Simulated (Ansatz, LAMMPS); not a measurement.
# Force difference against the radius of support functions in Zn2+ PF6- in diglyme and dimethyl sulfoxide at 350 K (116 atoms)

Density of this cell: 1.55 g/cm³. The cell holds 116 atoms: 20 C, 10 O, 52 H, 4 S, 4 P, 24 F and 2 Zn. Cell: a = 11.136 Å, b = 11.136 Å, c = 11.136 Å, α = 90.0°, β = 90.0°, γ = 90.0°. 2 diglyme, 4 dimethyl sulfoxide, 2 Zn2+, 4 PF6- placed at random, at 1.55 g/cm³; overlaps pushed apart, then 10 ps at 550 K with stiff harmonic cages for PF6 and BF4 with UFF radii; divalent ions of Li, Roberts, Chakravorty and Merz (J. Chem. Theory Comput. 9, 2733 (2013)); MMFF94 bonds, angles, torsions, charges and radii (Halgren, J. Comput. Chem. 17, 490 (1996)) in harmonic and 12-6 forms; charges of ions scaled by 0.8. Snapshot after 30 ps at 350 K and fixed volume.

Calculated with Ansatz 0.2.0: Kohn-Sham DFT, PBE+D3(BJ), PAW (set soft_2), localised support functions (medium), with the radius typed; the reference is Kohn-Sham DFT, PBE+D3(BJ), PAW (set soft_2), plane waves, cutoff 750 eV, Γ point, fixed occupations, with an r.m.s. force component of 1.21 eV/Å.

```
radius (Å)  r.m.s. force difference (meV/Å)     time
      3.41                            0.787     91 s
      3.69                                ?        ?
      3.94                            0.476  2.2 min
      4.22                            0.427    3 min
      4.75                            0.391  4.9 min
      5.27                            0.389    6 min
```

**Question.** Fit a power law of the radius to the rows given and interpolate to the withheld row.

Worked fit:

A power law y = A x^b is a line in u = ln x and v = ln y.

```
u = ln x   v = ln y
 1.22671  -0.239527
 1.37118  -0.742337
 1.43984  -0.850971
 1.55814  -0.939048
 1.66203  -0.944176
```

With n = 5: mean u = 1.45158, mean v = -0.743212, Σ(u − ū)² = 0.11281, Σ(u − ū)(v − v̄) = -0.17523. Slope b = -0.17523 / 0.11281 = -1.5533; intercept a = v̄ − b ū = 1.5115.

At the withheld row u = 1.306, v = a + b u = -0.5165, and y = exp(v).

Prediction at 3.69: 0.5966 meV/Å. The run gave 0.532 meV/Å, so the fit is high by 0.065 meV/Å (12 % of the value).

The fitted exponent is -1.6. Between neighbouring rows, the withheld one included, the exponents are -5.0, -1.7, -1.6, -0.74 and -0.049, so one power law doesn't hold over the range: the values level off at a floor. Among the rows given, the largest relative miss of the fit is at 3.41, by 0.11 meV/Å (14 %).

Limits: The difference holds the reference's own basis error, which sets a floor under it.

[Logs are printed without paths, hosts, clocks, repeated set-up lines and the standing remarks that a program may print on its own settings, such as how far it seeks lower states.]

[Hosts, paths, dates, database ids (printed as entryN), source tags and the programs' standing remarks are cut or masked in the printed files.]

[The MMFF94 radii named for the starting cell were scaled by 0.96; in molecules described by MMFF94, hydrogen bound to N, O or S took a small fixed 12-6 site in their place.]
